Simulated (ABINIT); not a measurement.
## ZnSe (Stilleite): G0W0 with ABINIT, start to end

How does a plane-wave GW calculation on ZnSe (Stilleite) run from the first input to the gap?

Method: PBE and many-body steps on it, plane waves, in ABINIT 10.8.3.

**Experimental background.**

- Gap 2.695 ± 0.003 eV: excitonic gap from free-exciton PL, not corrected for exciton binding; photoluminescence; 300 K; bulk crystal (Bridgman-grown crystal, polished and etched) (“Alloy Disordering Effects on the Thermal Conductivity and Energy Gap Temperature Dependence of Cd1−xZnxSe Ternary Crystals Grown by the Bridgman Method”, 2023, pmc:10253836).

This is a report of a sequence of runs, with most program output left out.

### 1. The starting structure

Symmetry: F-43m, No. 216, cubic system. Conventional cell: a = 5.668 Å, b = 5.668 Å, c = 5.668 Å, α = 90.00°, β = 90.00°, γ = 90.00°. Nearest to Zn lie 4 Se at 2.45 Å. Se has 4 Zn at 2.45 Å nearest. Farther neighbours and most contacts between anions are not listed.

The cell and positions come from the Crystallography Open Database and are kept as given unless a step says otherwise.

### 2. Ground state

This step: ABINIT 10.8.3; DFT, PBE with spin-orbit coupling, plane waves, norm-conserving pseudopotentials.

The ground-state density comes first.

The input, run.abi:

```
acell 3*1.0 Angstrom
rprim 
  -0.000000000000 2.833800000000 2.833800000000
  2.833800000000 0.000000000000 2.833800000000
  2.833800000000 2.833800000000 -0.000000000000
ntypat 2
znucl 30 34
natom 2
typat 1 2
xred 
  0.000000000000 0.000000000000 0.000000000000
  0.250000000000 0.250000000000 0.250000000000
pp_dirpath "pseudos"
pseudos "Zn.upf, Se.upf"
ecut 48
nspinor 2
ngkpt 6 6 6
nshiftk 1
shiftk 0 0 0
kptopt 1
chksymbreak 0
nband 54
occopt 1
tolvrs 1e-10
nstep 60
prtwf 0
optforces 0
optstress 0
indata_prefix "in"
outdata_prefix "out"
tmpdata_prefix "tmp"
```

Command:

```bash
$ OMP_NUM_THREADS=1 mpirun -n 4 abinit run.abi > log
```

It took 5.6 min on 4 MPI ranks of Intel Xeon Platinum 8259CL at 2.50GHz (Skylake/Cascade Lake), shared host; peak memory 0.53 GiB; 22 min of CPU time.

Numbers from this step:

| Property | Result |
| --- | --- |
| total energy | -14892.3982 eV |
| gap | 1.164 eV |
| k of the valence top | 0, 0, 0 |
| k of the conduction bottom | 0, 0, 0 |
| least direct gap | 1.164 eV |

The gap is direct, at Γ.

### 3. Bands along the symmetry lines

The cheap functional maps the bands first; the places of the edges decide which points the dearer methods must see.

The input, run.abi:

```
acell 3*1.0 Angstrom
rprim 
  -0.000000000000 2.833800000000 2.833800000000
  2.833800000000 0.000000000000 2.833800000000
  2.833800000000 2.833800000000 -0.000000000000
ntypat 2
znucl 30 34
natom 2
typat 1 2
xred 
  0.000000000000 0.000000000000 0.000000000000
  0.250000000000 0.250000000000 0.250000000000
pp_dirpath "pseudos"
pseudos "Zn.upf, Se.upf"
ecut 48
nspinor 2
iscf -2
irdden 1
kptopt 0
nkpt 26
kpt 
  0.00000000 0.00000000 0.00000000
  -0.12500000 -0.12500000 0.00000000
  -0.25000000 -0.25000000 0.00000000
  -0.37500000 -0.37500000 0.00000000
  -0.50000000 -0.50000000 0.00000000
  -0.46875000 -0.46875000 0.06250000
  -0.43750000 -0.43750000 0.12500000
  -0.40625000 -0.40625000 0.18750000
  -0.37500000 -0.37500000 0.25000000
  -0.37500000 0.00000000 0.37500000
  -0.28125000 0.00000000 0.28125000
  -0.18750000 0.00000000 0.18750000
  -0.09375000 0.00000000 0.09375000
  0.00000000 0.00000000 0.00000000
  0.00000000 0.00000000 0.12500000
  0.00000000 0.00000000 0.25000000
  0.00000000 0.00000000 0.37500000
  0.00000000 0.00000000 0.50000000
  -0.12500000 -0.06250000 0.43750000
  -0.25000000 -0.12500000 0.37500000
  -0.37500000 -0.18750000 0.31250000
  -0.50000000 -0.25000000 0.25000000
  -0.50000000 -0.31250000 0.18750000
  -0.50000000 -0.37500000 0.12500000
  -0.50000000 -0.43750000 0.06250000
  -0.50000000 -0.50000000 0.00000000
istwfk *1
nband 60
nbdbuf 6
tolwfr 1e-08
nstep 40
prtwf 0
prtvol 0
indata_prefix "in"
outdata_prefix "out"
tmpdata_prefix "tmp"
```

Wall time 3.4 min (4 MPI ranks); peak memory 0.56 GiB; 14 min of CPU time.

Numbers from this step:

```yaml
gap: 1.164 eV
k_of_the_valence_top: 0, 0, 0
k_of_the_conduction_bottom: 0, 0, 0
least_direct_gap: 1.164 eV
```

The gap is 1.164 eV, as in the run before at this level.

The electronic bands at the labelled points (eV, zero at the top of the highest filled band):

| point | band 41 | band 42 | band 43 | band 44 | band 45 | band 46 | band 47 | band 48 |
| --- | --- | --- | --- | --- | --- | --- | --- | --- |
| Γ | 0.00 | 0.00 | 0.00 | 0.00 | 1.16 | 1.16 | 5.59 | 5.59 |
| halfway | -1.47 | -1.47 | -1.28 | -1.28 | 3.80 | 3.80 | 3.91 | 3.91 |
| X | -2.40 | -2.40 | -2.23 | -2.23 | 2.86 | 2.86 | 3.34 | 3.34 |
| halfway | -2.73 | -2.67 | -2.20 | -2.19 | 3.12 | 3.14 | 3.91 | 3.96 |
| U | -3.27 | -3.16 | -1.91 | -1.91 | 3.46 | 3.46 | 5.42 | 5.53 |
| jump to K | -3.27 | -3.16 | -1.91 | -1.91 | 3.46 | 3.46 | 5.42 | 5.53 |
| halfway | -1.91 | -1.83 | -0.62 | -0.61 | 3.63 | 3.70 | 5.80 | 5.88 |
| Γ | 0.00 | 0.00 | 0.00 | 0.00 | 1.16 | 1.16 | 5.59 | 5.59 |
| halfway | -0.72 | -0.72 | -0.49 | -0.48 | 2.62 | 2.62 | 6.27 | 6.27 |
| L | -1.11 | -1.11 | -0.88 | -0.88 | 2.42 | 2.42 | 6.23 | 6.23 |
| halfway | -2.58 | -2.49 | -1.61 | -1.56 | 4.07 | 4.14 | 5.42 | 5.43 |
| W | -3.00 | -2.82 | -2.77 | -2.75 | 5.26 | 5.36 | 5.44 | 5.51 |
| halfway | -2.72 | -2.61 | -2.51 | -2.50 | 3.74 | 3.76 | 4.13 | 4.20 |
| X | -2.40 | -2.40 | -2.23 | -2.23 | 2.86 | 2.86 | 3.34 | 3.34 |

### 4. Empty states on the mesh, 4×4×4 mesh, 116 bands

The sums over transitions need many empty states on a uniform mesh; this step solves for them.

The input, run.abi:

```
acell 3*1.0 Angstrom
rprim 
  -0.000000000000 2.833800000000 2.833800000000
  2.833800000000 0.000000000000 2.833800000000
  2.833800000000 2.833800000000 -0.000000000000
ntypat 2
znucl 30 34
natom 2
typat 1 2
xred 
  0.000000000000 0.000000000000 0.000000000000
  0.250000000000 0.250000000000 0.250000000000
pp_dirpath "pseudos"
pseudos "Zn.upf, Se.upf"
ecut 48
nspinor 2
ngkpt 4 4 4
nshiftk 1
shiftk 0 0 0
kptopt 1
chksymbreak 0
iscf -2
irdden 1
istwfk *1
nband 116
nbdbuf 10
tolwfr 1e-09
nstep 60
prtvol 0
indata_prefix "in"
outdata_prefix "out"
tmpdata_prefix "tmp"
```

It took 3 min on 4 MPI ranks; peak memory 0.5 GiB.

Numbers from this step:

```yaml
gap: 1.164 eV
k_of_the_valence_top: 0, 0, 0
k_of_the_conduction_bottom: 0, 0, 0
least_direct_gap: 1.164 eV
k_points_computed: 8
lowest_point_of_the_top_converged_band_above_the_valence_top: 37.73 eV
```

On this mesh the gap is 1.164 eV.

### 5. Screening, 4×4×4 mesh, 106 bands, screening to 98 eV

The RPA dielectric matrix is built and inverted for each q.

This step: RPA screening on PBE with spin-orbit coupling, plane waves, norm-conserving pseudopotentials.

Changes to run.abi since step 4:

```diff
@@ -21,10 +21,11 @@
 chksymbreak 0
-iscf -2
-irdden 1
 istwfk *1
-nband 116
-nbdbuf 10
-tolwfr 1e-09
-nstep 60
-prtvol 0
+occopt 1
+irdwfk 1
+optdriver 3
+nband 106
+ecuteps 3.6
+inclvkb 0
+awtr 1
+symchi 1
 indata_prefix "in"
```

The job ended after 5.6 min (4 MPI ranks; peak memory 2.2 GiB; 22 min of CPU time).

Numbers from this step:

- ε∞ with local fields, on this mesh, along the program's q direction: 17.57
- the same without local fields: 18.80
- plasma frequency: 36.51 eV
- plane waves in the screening matrix: 113

Local fields lower ε∞ by 7 %. On a Γ-centred mesh this coarse the value itself is usually too large, while a short band sum pulls it down.

### 6. Self-energy, 4×4×4 mesh, 106 bands, screening to 98 eV

The self-energy is evaluated for the states that the input lists, and the levels follow from it, in one-shot runs by the linearised quasiparticle equation.

This step: G0W0 on PBE with spin-orbit coupling, plane waves, norm-conserving pseudopotentials.

Changes to run.abi since step 5:

```diff
@@ -24,8 +24,15 @@
 irdwfk 1
-optdriver 3
+optdriver 4
 nband 106
+gwcalctyp 0
+ecutsigx 48
+symsigma 0
+nkptgw 1
+kptgw 
+  0.0000000000 0.0000000000 0.0000000000
+bdgw 
+  41 48
 ecuteps 3.6
-inclvkb 0
-awtr 1
-symchi 1
+irdscr 1
+ppmodel 1
 indata_prefix "in"
```

Elapsed: 2.7 min, on 4 MPI ranks; peak memory 2.1 GiB.

Numbers from this step:

```yaml
g0w0_gap_on_the_points_computed: 1.871 eV
starting_gap_on_the_mesh: 1.164 eV
k_of_the_valence_top: 0, 0, 0
k_of_the_conduction_bottom: 0, 0, 0
z_at_the_valence_top: 0.804
z_at_the_conduction_bottom: 0.821
least_direct_g0w0_gap_on_the_computed_points: 1.871 eV
```

The gap on the mesh goes from 1.16 eV to 1.87 eV, a correction of +0.71 eV.

Limits: finite bands, cutoff and mesh; screening head approximate; coarse k mesh. v1 is the top filled band, c1 the lowest empty one. The levels before and after the correction (eV, zero at the valence-band top of each column):

|  | conduction bottom | valence top |
| --- | --- | --- |
| Kohn-Sham | 1.16 | 0.00 |
| G0W0 | 1.87 | 0.00 |

|  | level | energy (eV) |
| --- | --- | --- |
| Kohn-Sham | Γ v4-v1 | 0.000 |
| Kohn-Sham | Γ c1-c2 | 1.164 |
| Kohn-Sham | Γ c3-c4 | 5.588 |
| G0W0 | Γ v4-v1 | 0.000 |
| G0W0 | Γ c1-c2 | 1.871 |
| G0W0 | Γ c3-c4 | 6.494 |

### 7. Where the time went

Times are wall times on 4 MPI ranks of Intel Xeon Platinum 8259CL at 2.50GHz (Skylake/Cascade Lake), shared host, good to a factor of about two.

| step | time | share | memory (GiB) |
| --- | --- | --- | --- |
| ground state | 5.6 min | 27 % | 0.53 |
| bands along the symmetry lines | 3.4 min | 17 % | 0.56 |
| empty states on the mesh | 3 min | 15 % | 0.5 |
| screening | 5.6 min | 27 % | 2.2 |
| self-energy | 2.7 min | 13 % | 2.1 |

### 8. What came out

```
PBE gap              : 1.16 eV, direct
G0W0 gap on the mesh : 1.87 eV
GW settings          : 4×4×4 mesh, 106 bands, screening to 98 eV, Godby-Needs plasmon pole
known limits         : not at the basis limit; screening head approximate; coarse k mesh
```

G0W0 moves the gap on the mesh from 1.16 eV to 1.87 eV (+0.71 eV), with Z of 0.80 and 0.82 at the edges. Local fields lower the RPA ε∞ on this mesh from 18.80 to 17.57; a Γ-centred mesh this coarse tends to raise both, most where the direct gap is narrow, while a short band sum lowers them. Only 1 of the mesh's irreducible points was corrected, so a valley elsewhere could overtake. Against experiment, by G0W0@PBE: the direct gap of 1.87 eV lies −0.82 eV from the measured 2.695 ± 0.003 eV (exciton, 300 K, 2023). An exciton line or allowed optical edge lies below the quasiparticle gap by the binding energy; a forbidden edge can push the onset above it. The calculation has static nuclei and no excitons; a measured gap holds zero-point and thermal motion, which mostly lowers it. Against the values above the computed gap that would widen the miss. A likelier cause is too strong a screening: the start's gap is only 1.16 eV, the mesh is coarse, and one shot does not repair that. Bands and cutoff are finite, so the gap is not at the basis limit. The miss can reach some tenths of an eV and take either sign; the mesh is an error of its own. In the G0W0 run levels were corrected at 1 k point alone, so a gap called «on the mesh» is the least over those, and an edge elsewhere would be missed. The 4×4×4 mesh is coarse for this cell, which bears on the long-range parts of exchange and screening. The long-wavelength limit of the screening leaves out the non-local commutator, which shifts ε∞.

[Paths, hosts, dates, memory and timing lines, banners, echoed tables and standing remarks are left out of the program output.]

[Logs are printed without paths, hosts, clocks, repeated set-up lines and the standing remarks that a program may print on its own settings, such as how far it seeks lower states.]

[Runs of the session that timed out or met a known fault of the program may be left out.]

[No measured gap is set beside runs whose start may be inverted or whose files or cutoffs have a known fault.]

[Hosts, paths, dates, database ids (printed as entryN), source tags and the programs' standing remarks are cut or masked in the printed files.]

[G0W0 gaps are taken among the corrected bands and points alone; a level outside them can change the order at an edge.]

[Where Ansatz stands beside ABINIT at settings called matched, ABINIT's density can come from a denser mesh and the files from another edition; pairs whose starting gaps differed by over 0.03 eV were left out, so agreement reads better than it is.]
